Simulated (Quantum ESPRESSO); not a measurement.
# AlNi (Pm-3m): coupling and resistivity with EPW

How strongly do phonons scatter the electrons of AlNi (Pm-3m), and how dense must the meshes be?

Method: DFT PBE, scalar-relativistic, plane waves, PseudoDojo 0.4.1 norm-conserving pseudopotentials, in Quantum ESPRESSO 7.5.

### Step 1. Set-up

Symmetry: Pm-3m, No. 221, cubic system. The conventional cell has a = 2.881 Å, b = 2.881 Å, c = 2.881 Å, α = 90.00°, β = 90.00°, γ = 90.00°. Nearest to Al lie 8 Ni at 2.50 Å. Nearest to Ni lie 8 Al at 2.50 Å. Farther neighbours are not listed.

### Step 2. Relaxation

The cell is relaxed under the functional used for all that follows.

relax.in reads:

```
 &control
    calculation='vc-relax',
    prefix='x',
    outdir='./tmp',
    pseudo_dir='./pseudo',
    tprnfor=.true.,
    tstress=.true.,
    etot_conv_thr=1.0d-05,
    forc_conv_thr=4.0d-04,
 /
 &system
    ibrav=0,
    nat=2,
    ntyp=2,
    ecutwfc=98.0,
    occupations='smearing',
    smearing='mv',
    degauss=0.02,
 /
 &electrons
    conv_thr=1.0d-11,
 /
 &ions
 /
 &cell
    press_conv_thr=0.4,
 /
ATOMIC_SPECIES
 Al     26.9815  Al.upf
 Ni     58.6934  Ni.upf
CELL_PARAMETERS angstrom
     2.881000000    0.000000000    0.000000000
     0.000000000    2.881000000    0.000000000
     0.000000000    0.000000000    2.881000000
ATOMIC_POSITIONS crystal
 Al     0.000000000   0.000000000   0.000000000
 Ni     0.500000000   0.500000000   0.500000000
K_POINTS automatic
 9 9 9 0 0 0
```

The run is started by

```sh
$ OMP_NUM_THREADS=1 mpirun -n 8 pw.x -nk 8 -in relax.in > relax.out
```

Log:

```text
Program PWSCF v.7.5

     This program is part of the open-source Quantum ESPRESSO suite
     for quantum simulation of materials; please cite
         "P. Giannozzi et al., J. Phys.:Condens. Matter 21 395502 (2009);
         "P. Giannozzi et al., J. Phys.:Condens. Matter 29 465901 (2017);
         "P. Giannozzi et al., J. Chem. Phys. 152 154105 (2020);
     in publications or presentations arising from this work. More details at

     Message from routine setup:
     using ibrav=0 with symmetry is DISCOURAGED, use correct ibrav instead

     G-vector sticks info
     --------------------
     sticks:   dense  smooth     PW     G-vecs:    dense   smooth      PW
     Sum         933     933    277                21247    21247    3407

     Using Slab Decomposition

     bravais-lattice index     =            0
     lattice parameter (alat)  =       5.4443  a.u.
     unit-cell volume          =     161.3713 (a.u.)^3
     number of atoms/cell      =            2
     number of atomic types    =            2
     number of electrons       =        21.00
     number of Kohn-Sham states=           15
     kinetic-energy cutoff     =      98.0000  Ry
     charge density cutoff     =     392.0000  Ry
     scf convergence threshold =      1.0E-11
     mixing beta               =       0.7000
     number of iterations used =            8  plain     mixing
     energy convergence thresh.=      1.0E-05
     force convergence thresh. =      4.0E-04
     press convergence thresh. =      4.0E-01
     Exchange-correlation= PBE
                           (   1   4   3   4   0   0   0)
     nstep                     =           50

     celldm(1)=   5.444301  celldm(2)=   0.000000  celldm(3)=   0.000000
     celldm(4)=   0.000000  celldm(5)=   0.000000  celldm(6)=   0.000000

     crystal axes: (cart. coord. in units of alat)
               a(1) = (   1.000000   0.000000   0.000000 )
               a(2) = (   0.000000   1.000000   0.000000 )
               a(3) = (   0.000000   0.000000   1.000000 )
[...]
estimated scf accuracy    <          3.2E-10 Ry
     estimated scf accuracy    <          5.3E-11 Ry
     estimated scf accuracy    <          1.2E-11 Ry
     number of k points=    35  Marzari-Vanderbilt smearing, width (Ry)=  0.0200
     estimated scf accuracy    <       0.19198696 Ry
     estimated scf accuracy    <       2.12497932 Ry
     estimated scf accuracy    <       0.00369379 Ry
     estimated scf accuracy    <       0.00036500 Ry
     estimated scf accuracy    <       0.00026108 Ry
     estimated scf accuracy    <       0.00005391 Ry
     estimated scf accuracy    <       0.00002521 Ry
     estimated scf accuracy    <       0.00000100 Ry
     estimated scf accuracy    <       0.00000010 Ry
     estimated scf accuracy    <       0.00000002 Ry
     estimated scf accuracy    <          2.9E-09 Ry
     estimated scf accuracy    <          5.2E-10 Ry
     estimated scf accuracy    <          2.7E-11 Ry
     estimated scf accuracy    <          1.5E-11 Ry
     estimated scf accuracy    <          2.8E-11 Ry
     estimated scf accuracy    <          4.2E-12 Ry
     the Fermi energy is    13.9701 ev
!    total energy              =    -340.31180736 Ry
     estimated scf accuracy    <          3.6E-14 Ry
     convergence has been achieved in  17 iterations
          total   stress  (Ry/bohr**3)                   (kbar)     P=        0.12
   JOB DONE.
```

Run time: 15 s. Hardware: 8 MPI ranks of Arm Neoverse V2, shared host; 1.9 min of CPU time.

This run has no spin polarisation, although Ni can carry a moment.

This step gave:

* free energy: -4630.1780 eV
* pressure: 0.01200 GPa
* volume per atom: 12.08 Å³/atom

The volume ends at 12.08 Å³ an atom, +1.1 % from the start.

### Step 3. Ground state

Linear response needs a tightly converged ground state.

scf.in reads:

```
 &control
    calculation='scf',
    prefix='x',
    outdir='./tmp',
    pseudo_dir='./pseudo',
    tprnfor=.true.,
    tstress=.true.,
 /
 &system
    ibrav=0,
    nat=2,
    ntyp=2,
    ecutwfc=98.0,
    occupations='smearing',
    smearing='mv',
    degauss=0.02,
 /
 &electrons
    conv_thr=1.0d-12,
 /
ATOMIC_SPECIES
 Al     26.9815  Al.upf
 Ni     58.6934  Ni.upf
CELL_PARAMETERS angstrom
     2.891065800    0.000000000    0.000000000
     0.000000000    2.891065800    0.000000000
     0.000000000    0.000000000    2.891065800
ATOMIC_POSITIONS crystal
 Al     0.000000000   0.000000000   0.000000000
 Ni     0.500000000   0.500000000   0.500000000
K_POINTS automatic
 9 9 9 0 0 0
```

The run is started by

```sh
$ OMP_NUM_THREADS=1 mpirun -n 8 pw.x -nk 8 -in scf.in > scf.out
```

Log:

```text
[banner, memory and clock lines left out]
[...]
number of Kohn-Sham states=           15
     number of k points=    35  Marzari-Vanderbilt smearing, width (Ry)=  0.0200
     estimated scf accuracy    <       0.19557192 Ry
     estimated scf accuracy    <       2.19676571 Ry
     estimated scf accuracy    <       0.00322356 Ry
     estimated scf accuracy    <       0.00043779 Ry
     estimated scf accuracy    <       0.00027621 Ry
     estimated scf accuracy    <       0.00004502 Ry
     estimated scf accuracy    <       0.00001367 Ry
     estimated scf accuracy    <       0.00000022 Ry
     estimated scf accuracy    <       0.00000003 Ry
     estimated scf accuracy    <          6.3E-09 Ry
     estimated scf accuracy    <          1.4E-09 Ry
     estimated scf accuracy    <          1.1E-10 Ry
     estimated scf accuracy    <          1.4E-11 Ry
     the Fermi energy is    13.9701 ev
!    total energy              =    -340.31180736 Ry
     estimated scf accuracy    <          1.9E-13 Ry
     convergence has been achieved in  14 iterations
          total   stress  (Ry/bohr**3)                   (kbar)     P=        0.12
```

Run time: 4.7 s. Hardware: 8 MPI ranks.

This step gave:

```
Fermi energy : 13.97 eV
```

The Fermi level lies at 13.97 eV and the pressure is 0.012 GPa.

[end of part 1 of 4]

[The logs of pw.x and epw.x are selected lines.]

[Logs are printed without paths, hosts, clocks, repeated set-up lines and the standing remarks that a program may print on its own settings, such as how far it seeks lower states.]

[Hosts, paths, dates, database ids (printed as entryN), source tags and the programs' standing remarks are cut or masked in the printed files.]
